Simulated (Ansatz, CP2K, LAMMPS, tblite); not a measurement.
**Other levels on liquid (Li,K)Br at 1100 K (70 atoms)**

Density of this cell: 2.30 g/cm³. The cell holds 70 atoms: 21 Li, 14 K and 35 Br. Its edges and angles: a = 13.599 Å, b = 13.599 Å, c = 13.599 Å, α = 90.0°, β = 90.0°, γ = 90.0°. 70 atoms (21 Li, 14 K, 35 Br) placed at random at 2.3 g/cm³, melted at 1800 K for 10 ps at fixed volume with the Lennard-Jones and Coulomb ion parameters for SPC/E (Joung and Cheatham, J. Phys. Chem. B 112, 9020 (2008)), full charges. Snapshot at the end of a hold of 20 ps at 1100 K and fixed volume.

Geometry: as built.

The reference, a calculation:

```
method                                           : Kohn-Sham DFT, PBE, PAW, plane waves (Ansatz 0.2.0); cutoff 420 eV, Γ point, fermi-dirac smearing of 0.05 eV; PAW set soft_2
r.m.s. force component                           : 0.2662 eV/Å
longest force                                    : 0.8601 eV/Å
pressure                                         : -0.4257 GPa
gap (highest filled to lowest empty level) : 3.229 eV
SCF cycles                                       : 7
time                                             : 25 s on 4 threads of Arm Neoverse V2, shared host
CPU time                                         : 96 s
```

Runs, in no order:
A. CP2K PBE, DZVP-UZH, 800/50 Ry, OT DIIS: Kohn-Sham DFT, PBE, GTH-PBE pseudopotentials, Gaussian and plane waves, DZVP-MOLOPT (UZH set), orbital transformation
B. tblite GFN1-xTB: GFN1-xTB tight binding, diagonalisation
C. CP2K PBE, SZV-MOLOPT-SR, 800/50 Ry, TRS4 filter 1e-04, SCF 1e-05: Kohn-Sham DFT, PBE, GTH-PBE pseudopotentials, Gaussian and plane waves, SZV-MOLOPT-SR-GTH, linear-scaling purification of the density matrix
D. CP2K RPBE, PBE potentials, DZVP-UZH, 800/50 Ry, OT DIIS: Kohn-Sham DFT, RPBE, GTH-PBE pseudopotentials, Gaussian and plane waves, DZVP-MOLOPT (UZH set), orbital transformation

Q: Order them from the smallest to the largest r.m.s. force difference.

A, D, B, C.

| run | Δ force, r.m.s. (meV/Å) | share of r.m.s. force (%) | CPU time |
| --- | --- | --- | --- |
| A. CP2K PBE, DZVP-UZH, 800/50 Ry, OT DIIS | 33.3 | 12.5 | 9.6 min |
| D. CP2K RPBE, PBE potentials, DZVP-UZH, 800/50 Ry, OT DIIS | 50.3 | 18.9 | 9.7 min |
| B. tblite GFN1-xTB | 86.8 | 32.6 | 3.1 s |
| C. CP2K PBE, SZV-MOLOPT-SR, 800/50 Ry, TRS4 filter 1e-04, SCF 1e-05 | 138 | 51.9 | 86 s |

Periodic xTB results under one method name differ between programs and library versions. The network of bonds at the start is that of the classical potential that made the cell, and needn't be the one that DFT or experiment would give. The electronic-structure runs sample only Γ, in a cell whose shortest periodic width is 14 Å.

[Logs are printed without paths, hosts, clocks, repeated set-up lines and the standing remarks that a program may print on its own settings, such as how far it seeks lower states.]

[Hosts, paths, dates, database ids (printed as entryN), source tags and the programs' standing remarks are cut or masked in the printed files.]
